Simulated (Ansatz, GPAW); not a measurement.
# Geometry or basis: what sets the conductance of fluorene-2,7-dithiol between two Al chains

How well does fluorene-2,7-dithiol between two Al chains conduct once its atoms have relaxed, and how much do cheaper levels lose?

Main program and level: GPAW 26.7.0 and Ansatz 0.2.0; Ansatz plane waves; relaxation of the junction with the lead ends held, in the first sound run; inputs show where later runs differ.

### 1. The starting structure

The cell holds 37 atoms: 14 Al, 2 S, 13 C and 8 H. Its edges and angles: a = 13.583 Å, b = 10.843 Å, c = 43.542 Å, α = 90.0°, β = 90.0°, γ = 90.0°. Regions: left lead, 7 atoms (7 Al); channel, 23 atoms (2 S, 13 C and 8 H); right lead, 7 atoms (7 Al). Vacuum lies along a and b. The structure is stacked along c, and the current runs across the ab planes.

### 2. Relaxing the atoms

Transmission follows bond lengths closely, so the atoms between the held lead ends are relaxed first, from a slightly shaken start that lets symmetry break.

Input file input.yaml:

```yaml
crystal:
  lattice:
    - [13.5825788104, 0.0, 0.0]
    - [0.0, 10.8430846886, 0.0]
    - [0.0, 0.0, 43.5422776063]
  atoms:
    - { symbol: Al, position: [0.5, 0.5, 0.0275594219] }
    - { symbol: Al, position: [0.5, 0.5, 0.0826782658] }
    - { symbol: Al, position: [0.5, 0.5, 0.1377971096] }
    - { symbol: Al, position: [0.5, 0.5, 0.1929159535] }
    - { symbol: Al, position: [0.5, 0.5, 0.2480347973] }
    - { symbol: Al, position: [0.5019876265, 0.4987317946, 0.3022482553] }
    - { symbol: Al, position: [0.5014548732, 0.5026434153, 0.3586339482] }
    - { symbol: S, position: [0.3820294186, 0.6154109134, 0.3796074274] }
    - { symbol: C, position: [0.4006970695, 0.6130987129, 0.4206550092] }
    - { symbol: H, position: [0.5597840755, 0.6192441225, 0.4198115354] }
    - { symbol: H, position: [0.237862827, 0.6162201369, 0.427246429] }
    - { symbol: C, position: [0.491906974, 0.6147679007, 0.4340362784] }
    - { symbol: C, position: [0.3109587422, 0.6161727346, 0.4385393624] }
    - { symbol: C, position: [0.4930169034, 0.6160139189, 0.4649060188] }
    - { symbol: C, position: [0.3158227105, 0.6127426617, 0.4713182409] }
    - { symbol: H, position: [0.6283988869, 0.5338451532, 0.482609545] }
    - { symbol: H, position: [0.6244707249, 0.6990651901, 0.4830371681] }
    - { symbol: H, position: [0.2502946529, 0.615415035, 0.4825584142] }
    - { symbol: C, position: [0.40666721, 0.614637754, 0.48274419] }
    - { symbol: C, position: [0.58506707, 0.6183520718, 0.4857624857] }
    - { symbol: C, position: [0.4394703927, 0.6148359605, 0.5156151615] }
    - { symbol: C, position: [0.5426155288, 0.6128960276, 0.5182523624] }
    - { symbol: H, position: [0.293643844, 0.609847679, 0.5422855977] }
    - { symbol: C, position: [0.3752053502, 0.610503502, 0.5421371489] }
    - { symbol: C, position: [0.584126435, 0.610343248, 0.5456025022] }
    - { symbol: H, position: [0.6653938895, 0.6187639125, 0.5480486469] }
    - { symbol: C, position: [0.4298865092, 0.6096621663, 0.5709945301] }
    - { symbol: C, position: [0.5289565161, 0.6134507233, 0.5734379957] }
    - { symbol: H, position: [0.3763896277, 0.6160999864, 0.591598489] }
    - { symbol: S, position: [0.5860875339, 0.6125492592, 0.609114332] }
    - { symbol: Al, position: [0.4972188115, 0.4989648939, 0.6403898107] }
    - { symbol: Al, position: [0.4975090809, 0.5020021472, 0.6971740712] }
    - { symbol: Al, position: [0.5, 0.5, 0.7519652027] }
    - { symbol: Al, position: [0.5, 0.5, 0.8070840465] }
    - { symbol: Al, position: [0.5, 0.5, 0.8622028904] }
    - { symbol: Al, position: [0.5, 0.5, 0.9173217342] }
    - { symbol: Al, position: [0.5, 0.5, 0.9724405781] }
kpoints:
  mp_grid: { grid: [1, 1, 2] }
hamiltonian:
  xc: pbe
scf:
  occupations: { method: fermi_dirac, width: 0.1 }
relax:
  f_tol: 0.03
  max_steps: 80
  constraints: [{ sites: [0, 1, 2, 3, 4, 32, 33, 34, 35, 36] }]
```

Started as:

```console
ansatz run input.yaml --threads 4 --pin off --max-ram 8192MiB --backend cpu --events-out ev --progress --plain --runs-dir out
```

Numbers of over 12 decimals in the logs are rounded to 6 here.

The log of the run:

```text
Engine: ansatz 0.2.0, aarch64-unknown-linux-gnu
Pseudopotentials: kind: paw
Pseudopotential: Al, paw, valence charge 3, recommended cutoff 420 eV (normal), Al.paw.azcp
Pseudopotential: S, paw, valence charge 6, recommended cutoff 420 eV (normal), S.paw.azcp
Pseudopotential: C, paw, valence charge 4, recommended cutoff 420 eV (normal), C.paw.azcp
Pseudopotential: H, paw, valence charge 1, recommended cutoff 420 eV (normal), H.paw.azcp
Functional definition: PBE
  parameter kappa = 0.804
  parameter beta = 0.066725
  exchange = pbe_x(kappa = kappa, mu = beta*pi^2/3)
  correlation = pbe_c(beta = beta)
Crystal: 37 atoms, lattice volume = 6412.778 Å³
Basis set: ecut = 420 eV, 125273 PW (Γ), exchange–correlation on 192×150×600 points (8 copies of the dense FFT grid, shifted against one another)
Bands: 94, of which v1, the nominal top of the filled ones, is band 57 counted from 1 (56 counted from 0)
Symmetry: 1 space group operations
Space group: P1 (ITA 1), of the structure as read, at distance tolerance 1.9e-4 Å
k-points: 2
Non-local potential: Al, projectors of the file, l = 0: 2, l = 1: 2, l = 2: 1
Non-local potential: S, projectors of the file, l = 0: 2, l = 1: 2, l = 2: 2
Non-local potential: C, projectors of the file, l = 0: 2, l = 1: 2, l = 2: 1
Non-local potential: H, projectors of the file, l = 0: 2, l = 1: 1
PAW form: soft (Blöchl's): semilocal exchange-correlation on the pseudo side does not see the compensation charge
PAW one-centre angular grid: Al, 110 points (default); XC on 64 Gauss nodes
PAW one-centre angular grid: S, 110 points (default); XC on 64 Gauss nodes
PAW one-centre angular grid: C, 110 points (default); XC on 64 Gauss nodes
PAW one-centre angular grid: H, 110 points (default); XC on 64 Gauss nodes
Initial density: superposition of atomic densities (neutral atoms: chi_scale 0, normalization atom), corrected by the library's trained network
Initial wavefunctions: pseudopotential atomic-orbital guess
Functional: x = pbe(κ = 0.804, μ = 0.219515), c = pbe(β = 0.066725)
SCF iter   1: F=—  HF=-12691.242845 eV  |F-HF|=—  |Δ(HF+E_count)|=         —  Δρ=1.94e-3  dr2=7.97e-1  ethr=1.77e-3  ⟨swp⟩=16.5  Hψ=1484  notcnv=0  defer=6
preconditioner: auto → LDOS  [metal: Δε(μ)=0.010 eV  Ē_g=6.506 eV  σ=0.100 eV  W_gap=0.02  n_scr=300 (ndim 8)  ℏωp=4.3 eV  f_vac=0.766  D(μ)=22.61/eV (n_scr^D=62)  β→1.0]
SCF iter   2: F=—  HF=-12691.183357 eV  |F-HF|=—  |Δ(HF+E_count)|=   5.95e-2  Δρ=9.23e-4  dr2=1.88e-1  ethr=6.99e-4  ⟨swp⟩=4.5  Hψ=369  notcnv=0  defer=19
SCF iter   3: F=—  HF=-12691.191385 eV  |F-HF|=—  |Δ(HF+E_count)|=   8.03e-3  Δρ=6.94e-4  dr2=8.00e-2  ethr=1.65e-4  ⟨swp⟩=2.0  Hψ=336  notcnv=0  defer=19
SCF iter   4: F=—  HF=-12691.181910 eV  |F-HF|=—  |Δ(HF+E_count)|=   9.47e-3  Δρ=3.04e-4  dr2=2.03e-2  ethr=7.02e-5  ⟨swp⟩=2.0  Hψ=265  notcnv=0  defer=19
SCF iter   5: F=—  HF=-12691.179996 eV  |F-HF|=—  |Δ(HF+E_count)|=   1.91e-3  Δρ=1.71e-4  dr2=5.82e-3  ethr=1.78e-5  ⟨swp⟩=2.0  Hψ=266  notcnv=0  defer=19
SCF iter   6: F=—  HF=-12691.179416 eV  |F-HF|=—  |Δ(HF+E_count)|=   5.80e-4  Δρ=7.05e-5  dr2=1.03e-3  ethr=5.10e-6  ⟨swp⟩=2.0  Hψ=235  notcnv=0  defer=19
SCF iter   7: F=—  HF=-12691.179414 eV  |F-HF|=—  |Δ(HF+E_count)|=   1.64e-6  Δρ=3.86e-5  dr2=2.65e-4  ethr=9.01e-7  ⟨swp⟩=2.0  Hψ=268  notcnv=0  defer=19
SCF iter   8: F=—  HF=-12691.179414 eV  |F-HF|=—  |Δ(HF+E_count)|=   1.91e-8  Δρ=1.82e-5  dr2=5.31e-5  ethr=2.32e-7  ⟨swp⟩=3.0  Hψ=325  notcnv=0  defer=19
SCF iter   9: F=-12691.179423 eV  HF=-12691.179425 eV  |F-HF|=1.50e-6  |Δ(HF+E_count)|=   1.02e-5  Δρ=8.49e-6  dr2=1.17e-5  ethr=1.97e-8  ⟨swp⟩=4.5  Hψ=537  notcnv=0
SCF 1 converged in 9 iterations: F = -12691.179423 eV  dr2 = 1.17e-5
  greatest PAW one-centre occupation: 0.859 electrons in one spin orbital (limit 2), on the S atom at site 7 (counted from 0), in its partial waves of l = 0
relax step   1: F+E_penalty+E_count = -12691.17942315 eV  Δ(F+E_penalty+E_count) = +0.000e0 eV  max|allowed force component| = 5.329e0 eV/Å  Δτ_max = 0.0000 Å  (9 SCF iters, dr2 threshold 2.25e-5 eV, accepted)
Initial density: handed on by an earlier stage of this run
Initial wavefunctions: those handed on with the density
iter 1 solved again at ethr=1.00e-3 eV; its pass at ethr=3.10e-3 eV (dr2=1.14e0 eV) is discarded
SCF iter   1: F=—  HF=-12692.600245 eV  |F-HF|=—  |Δ(HF+E_count)|=         —  Δρ=2.90e-3  dr2=1.15e0  ethr=1.00e-3  ⟨swp⟩=1.0  Hψ=879  notcnv=0  defer=15
preconditioner: auto → LDOS  [metal: Δε(μ)=0.191 eV  Ē_g=6.492 eV  σ=0.100 eV  W_gap=0.39  n_scr=300 (ndim 8)  ℏωp=4.3 eV  f_vac=0.768  D(μ)=21.86/eV (n_scr^D=54)  β→1.0]
SCF iter   2: F=—  HF=-12692.646146 eV  |F-HF|=—  |Δ(HF+E_count)|=   4.59e-2  Δρ=2.60e-3  dr2=7.93e-1  ethr=1.00e-3  ⟨swp⟩=4.0  Hψ=394  notcnv=0  defer=15
SCF iter   3: F=—  HF=-12692.460088 eV  |F-HF|=—  |Δ(HF+E_count)|=   1.86e-1  Δρ=5.54e-4  dr2=6.53e-2  ethr=6.95e-4  ⟨swp⟩=3.0  Hψ=384  notcnv=0  defer=21
SCF iter   4: F=—  HF=-12692.454490 eV  |F-HF|=—  |Δ(HF+E_count)|=   5.60e-3  Δρ=2.76e-4  dr2=1.74e-2  ethr=5.73e-5  ⟨swp⟩=2.0  Hψ=254  notcnv=0  defer=22
SCF iter   5: F=—  HF=-12692.453474 eV  |F-HF|=—  |Δ(HF+E_count)|=   1.02e-3  Δρ=1.61e-4  dr2=4.61e-3  ethr=1.53e-5  ⟨swp⟩=2.0  Hψ=250  notcnv=0  defer=22
SCF iter   6: F=—  HF=-12692.453128 eV  |F-HF|=—  |Δ(HF+E_count)|=   3.46e-4  Δρ=7.40e-5  dr2=9.24e-4  ethr=4.04e-6  ⟨swp⟩=2.0  Hψ=240  notcnv=0  defer=22
SCF iter   7: F=—  HF=-12692.453239 eV  |F-HF|=—  |Δ(HF+E_count)|=   1.11e-4  Δρ=3.75e-5  dr2=2.29e-4  ethr=8.11e-7  ⟨swp⟩=2.0  Hψ=266  notcnv=0  defer=22
SCF iter   8: F=-12692.453234 eV  HF=-12692.453247 eV  |F-HF|=1.27e-5  |Δ(HF+E_count)|=   8.39e-6  Δρ=1.68e-5  dr2=4.26e-5  ethr=8.77e-8  ⟨swp⟩=3.0  Hψ=649  notcnv=0
SCF 2 converged in 8 iterations: F = -12692.453234 eV  dr2 = 4.26e-5
  greatest PAW one-centre occupation: 0.860 electrons in one spin orbital (limit 2), on the S atom at site 29 (counted from 0), in its partial waves of l = 0
relax step   2: F+E_penalty+E_count = -12692.45323449 eV  Δ(F+E_penalty+E_count) = -1.274e0 eV  max|allowed force component| = 2.273e0 eV/Å  Δτ_max = 0.1949 Å  (8 SCF iters, dr2 threshold 1.00e-4 eV, accepted)
iter 1 solved again at ethr=5.21e-4 eV; its pass at ethr=3.10e-3 eV (dr2=5.94e-1 eV) is discarded
SCF iter   1: F=—  HF=-12692.984834 eV  |F-HF|=—  |Δ(HF+E_count)|=         —  Δρ=1.82e-3  dr2=5.52e-1  ethr=5.21e-4  ⟨swp⟩=1.0  Hψ=803  notcnv=0  defer=19
preconditioner: auto → LDOS  [metal: Δε(μ)=0.207 eV  Ē_g=6.457 eV  σ=0.100 eV  W_gap=0.40  n_scr=300 (ndim 8)  ℏωp=4.3 eV  f_vac=0.768  D(μ)=20.45/eV (n_scr^D=54)  β→1.0]
[...]
relax step  13: F+E_penalty+E_count = -12693.38363754 eV  Δ(F+E_penalty+E_count) = -1.565e-3 eV  max|allowed force component| = 1.653e-2 eV/Å  Δτ_max = 0.0415 Å  (10 SCF iters, accepted)
relax step  14: F+E_penalty+E_count = -12693.38422520 eV  Δ(F+E_penalty+E_count) = -5.877e-4 eV  max|allowed force component| = 1.498e-2 eV/Å  Δτ_max = 0.0386 Å  (9 SCF iters, accepted)
relax step  15: F+E_penalty+E_count = -12693.38469833 eV  Δ(F+E_penalty+E_count) = -4.731e-4 eV  max|allowed force component| = 2.255e-2 eV/Å  Δτ_max = 0.0544 Å  (9 SCF iters, accepted)
SCF iter   1: F=—  HF=-12693.394514 eV  |F-HF|=—  |Δ(HF+E_count)|=         —  Δρ=9.43e-4  dr2=3.38e-2  ethr=2.76e-4  ⟨swp⟩=5.0  Hψ=501  notcnv=0  defer=14
preconditioner: auto → LDOS  [metal: Δε(μ)=0.005 eV  Ē_g=6.443 eV  σ=0.100 eV  W_gap=0.01  n_scr=300 (ndim 8)  ℏωp=4.3 eV  f_vac=0.767  D(μ)=19.07/eV (n_scr^D=38)  β→1.0]
SCF iter   2: F=—  HF=-12693.392662 eV  |F-HF|=—  |Δ(HF+E_count)|=   1.85e-3  Δρ=3.92e-4  dr2=1.89e-2  ethr=2.97e-5  ⟨swp⟩=3.0  Hψ=322  notcnv=0  defer=15
SCF iter   3: F=—  HF=-12693.385882 eV  |F-HF|=—  |Δ(HF+E_count)|=   6.78e-3  Δρ=1.03e-4  dr2=1.21e-3  ethr=1.66e-5  ⟨swp⟩=2.0  Hψ=258  notcnv=0  defer=15
SCF iter   4: F=—  HF=-12693.385623 eV  |F-HF|=—  |Δ(HF+E_count)|=   2.59e-4  Δρ=5.02e-5  dr2=3.34e-4  ethr=1.06e-6  ⟨swp⟩=2.0  Hψ=271  notcnv=0  defer=15
SCF iter   5: F=—  HF=-12693.385548 eV  |F-HF|=—  |Δ(HF+E_count)|=   7.47e-5  Δρ=1.04e-5  dr2=1.06e-5  ethr=2.93e-7  ⟨swp⟩=2.0  Hψ=247  notcnv=0  defer=15
SCF iter   6: F=—  HF=-12693.385054 eV  |F-HF|=—  |Δ(HF+E_count)|=   4.95e-4  Δρ=4.37e-6  dr2=2.87e-6  ethr=9.30e-9  ⟨swp⟩=2.0  Hψ=281  notcnv=0  defer=13
SCF iter   7: F=—  HF=-12693.385055 eV  |F-HF|=—  |Δ(HF+E_count)|=   1.55e-6  Δρ=3.04e-6  dr2=1.60e-6  ethr=2.52e-9  ⟨swp⟩=2.0  Hψ=260  notcnv=0  defer=13
SCF iter   8: F=—  HF=-12693.385055 eV  |F-HF|=—  |Δ(HF+E_count)|=   1.89e-7  Δρ=1.03e-6  dr2=1.61e-7  ethr=1.40e-9  ⟨swp⟩=2.0  Hψ=247  notcnv=0  defer=13
SCF iter   9: F=-12693.385055 eV  HF=-12693.385055 eV  |F-HF|=7.44e-9  |Δ(HF+E_count)|=   8.31e-8  Δρ=4.87e-7  dr2=3.72e-8  ethr=8.77e-11  ⟨swp⟩=4.5  Hψ=541  notcnv=0
SCF 16 converged in 9 iterations: F = -12693.385055 eV  dr2 = 3.72e-8
relax step  16: F+E_penalty+E_count = -12693.38505547 eV  Δ(F+E_penalty+E_count) = -3.571e-4 eV  max|allowed force component| = 2.235e-2 eV/Å  Δτ_max = 0.0386 Å  (9 SCF iters, accepted)
SCF converged after 9 iterations
Free energy (F): -12693.385055 eV
Harris-Foulkes:  -12693.385055 eV  (|F-HF|=7.44e-9)
Internal energy: -12692.761027 eV  (E = F + TS)
E sigma→0 (E₀):  -12693.073041 eV
Entropy (-TS):   -0.624029 eV (-16.866 meV/atom)
Fermi energy:    -3.419574 eV
--- Per-component energies (eV) ---
  E_band       = -1101.205668
  E_kinetic    = 1761.462034
  E_local      = -23832.018567  (includes V_loc(G=0)·N_el)
  E_nonlocal   = 585.227639
  E_hartree    = 10961.449043
  E_xc         = -1401.048492
  E_vxc        = -1382.793300  (∫ρ·V_xc dr)
  E_paw        = -9039.954085  (= ΣΔE_a)
  E_vpaw       = -155.969280  (= ΣTr[D̂ρ^β])
  E_aug_tail   = -0.010864  (compensation charges beyond the density's cutoff)
  E_ewald      = 8272.132266
  E_smearing   = -0.624029  (= −TS)
  E_closure    = 0.000000  (closes the sum)
  Σ components = -12693.385055   (vs F -12693.385055, Δ=0.00e0)
--- Forces (eV/Å), atoms counted from 1 ---
  atom   1  Al    -0.00459191    -0.00490089    -0.02634091
  atom   2  Al    -0.02048058     0.02972701    -0.05543704
  atom   3  Al     0.06320110    -0.06865828    -0.05116006
  atom   4  Al    -0.07931468     0.08376175    -0.26292107
  atom   5  Al     0.03454476    -0.04123228     0.75344849
  atom   6  Al     0.00148683     0.00223504     0.00023228
  atom   7  Al    -0.00370513     0.00688438     0.00752305
  atom   8  S      0.00463893    -0.00193720    -0.02235395
  atom   9  C      0.00705710    -0.00403477     0.02179329
  atom  10  H      0.00310840     0.00171317    -0.00256251
  atom  11  H     -0.00062436     0.00071637    -0.00618213
  atom  12  C     -0.00504738     0.00090226    -0.00076488
  atom  13  C     -0.00262784     0.00172526     0.00260938
  atom  14  C     -0.00226379     0.00229504    -0.00026386
  atom  15  C     -0.00144933    -0.00226521     0.00268022
  atom  16  H      0.00031400     0.00582324     0.00192009
  atom  17  H     -0.00373207     0.00122575     0.00216845
  atom  18  H      0.00159392    -0.00007078     0.00060375
  atom  19  C     -0.00031012    -0.00171863     0.00077092
  atom  20  C      0.00188121    -0.01118075     0.00395603
  atom  21  C     -0.00473223     0.00045768     0.00435022
  atom  22  C      0.00624752    -0.00069005     0.00545661
  atom  23  H     -0.00258133    -0.00016624    -0.00325042
  atom  24  C      0.00444690    -0.00126271    -0.00193766
  atom  25  C     -0.00756169    -0.00612176    -0.00202374
  atom  26  H      0.00304119     0.00105007     0.00401993
  atom  27  C     -0.00024250    -0.00426324     0.00792641
  atom  28  C      0.00106187     0.01438208    -0.00415122
  atom  29  H      0.00181009    -0.00141333    -0.00712580
  atom  30  S     -0.01419927    -0.01477078     0.00559125
  atom  31  Al     0.01391896     0.00766865    -0.01249703
  atom  32  Al    -0.00311300    -0.00200216     0.00014938
  atom  33  Al    -0.03050240    -0.00576060    -0.78920761
  atom  34  Al     0.09033549     0.03765758     0.29799856
  atom  35  Al    -0.08588524    -0.03929569     0.04984816
  atom  36  Al     0.03358325     0.02147691     0.04781764
  atom  37  Al     0.00069064    -0.00804744     0.02722922
  max |Σ_I F_I| component: 9.06e-5 eV/Å
--- Relaxed structure (16 steps of the walk, 16 accepted, 0 SCFs on fresh bases) ---
  F+E_penalty+E_count = -12693.38505547 eV   max|allowed force component| = 2.235e-2 eV/Å
  atoms:
    - { symbol: Al, position: [0.5, 0.5, 0.027559] }
    - { symbol: Al, position: [0.5, 0.5, 0.0826782658] }
    - { symbol: Al, position: [0.5, 0.5, 0.1377971096] }
    - { symbol: Al, position: [0.5, 0.5, 0.1929159535] }
    - { symbol: Al, position: [0.5, 0.5, 0.2480347973] }
    - { symbol: Al, position: [0.420704, 0.598088, 0.295695] }
    - { symbol: Al, position: [0.451836, 0.548977, 0.354328] }
    - { symbol: S, position: [0.357850, 0.670066, 0.383941] }
    - { symbol: C, position: [0.380377, 0.638315, 0.423545] }
    - { symbol: H, position: [0.539776, 0.645667, 0.421532] }
    - { symbol: H, position: [0.224345, 0.629424, 0.432571] }
    - { symbol: C, position: [0.475497, 0.634726, 0.436322] }
    - { symbol: C, position: [0.297568, 0.626727, 0.442776] }
    - { symbol: C, position: [0.485921, 0.621211, 0.467926] }
    - { symbol: C, position: [0.308099, 0.613925, 0.474442] }
    - { symbol: H, position: [0.625273, 0.537922, 0.481310] }
    - { symbol: H, position: [0.624784, 0.700380, 0.483567] }
    - { symbol: H, position: [0.242771, 0.606545, 0.488903] }
    - { symbol: C, position: [0.402562, 0.612190, 0.487229] }
    - { symbol: C, position: [0.578767, 0.617941, 0.487099] }
    - { symbol: C, position: [0.435771, 0.605772, 0.519128] }
    - { symbol: C, position: [0.539700, 0.610077, 0.519581] }
    - { symbol: H, position: [0.303267, 0.597614, 0.547028] }
    - { symbol: C, position: [0.383549, 0.600299, 0.546810] }
    - { symbol: C, position: [0.591043, 0.608966, 0.547182] }
    - { symbol: H, position: [0.671295, 0.612559, 0.547614] }
    - { symbol: C, position: [0.434965, 0.600784, 0.574512] }
    - { symbol: C, position: [0.538473, 0.604824, 0.575049] }
    - { symbol: H, position: [0.394154, 0.599733, 0.596125] }
    - { symbol: S, position: [0.609108, 0.612940, 0.609538] }
    - { symbol: Al, position: [0.521848, 0.539585, 0.649222] }
    - { symbol: Al, position: [0.599802, 0.555682, 0.703971] }
    - { symbol: Al, position: [0.5, 0.5, 0.751965] }
    - { symbol: Al, position: [0.5, 0.5, 0.807084] }
    - { symbol: Al, position: [0.5, 0.5, 0.862203] }
    - { symbol: Al, position: [0.5, 0.5, 0.9173217342] }
    - { symbol: Al, position: [0.5, 0.5, 0.9724405781] }
```

It took 12 min on 4 threads of Arm Neoverse N1, shared host; peak memory 7.2 GiB.

The steps of the relaxation:

| step | energy less that of the first step (eV) | largest force component (eV/Å) |
| --- | --- | --- |
| 1 | 0.0000 | 5.3292 |
| 2 | -1.2738 | 2.2732 |
| 3 | -1.7368 | 0.4392 |
| 4 | -1.9220 | 0.3111 |
| 5 | -2.0126 | 0.1584 |
| 6 | -2.0634 | 0.1112 |
| 7 | -2.1109 | 0.1132 |
| 8 | -2.1500 | 0.0658 |
| 9 | -2.1778 | 0.0658 |
| 10 | -2.1930 | 0.0744 |
| 11 | -2.1993 | 0.0843 |
| 12 | -2.2026 | 0.0410 |
| 13 | -2.2042 | 0.0165 |
| 14 | -2.2048 | 0.0150 |
| 15 | -2.2053 | 0.0226 |
| 16 | -2.2056 | 0.0224 |

The atoms that moved most (Å):

| atom | dx | dy | dz | length |
| --- | --- | --- | --- | --- |
| Al6 | -1.104 | 1.077 | -0.285 | 1.569 |
| Al32 | 1.389 | 0.582 | 0.296 | 1.535 |
| Al7 | -0.674 | 0.502 | -0.187 | 0.861 |
| S8 | -0.328 | 0.593 | 0.189 | 0.703 |
| Al31 | 0.335 | 0.440 | 0.385 | 0.674 |
| C9 | -0.276 | 0.273 | 0.126 | 0.408 |
| H10 | -0.272 | 0.287 | 0.075 | 0.402 |
| H29 | 0.241 | -0.177 | 0.197 | 0.359 |

This step gave:

- free energy: -12693.3851 eV
- smearing term TS: 0.6240 eV
- symmetry operations: 1

The relaxation lowered the energy of the cell by 2.21 eV.

(Part 1 of 4 ends here.)

[Logs are printed without paths, hosts, clocks, repeated set-up lines and the standing remarks that a program may print on its own settings, such as how far it seeks lower states.]

[Hosts, paths, dates, database ids (printed as entryN), source tags and the programs' standing remarks are cut or masked in the printed files.]
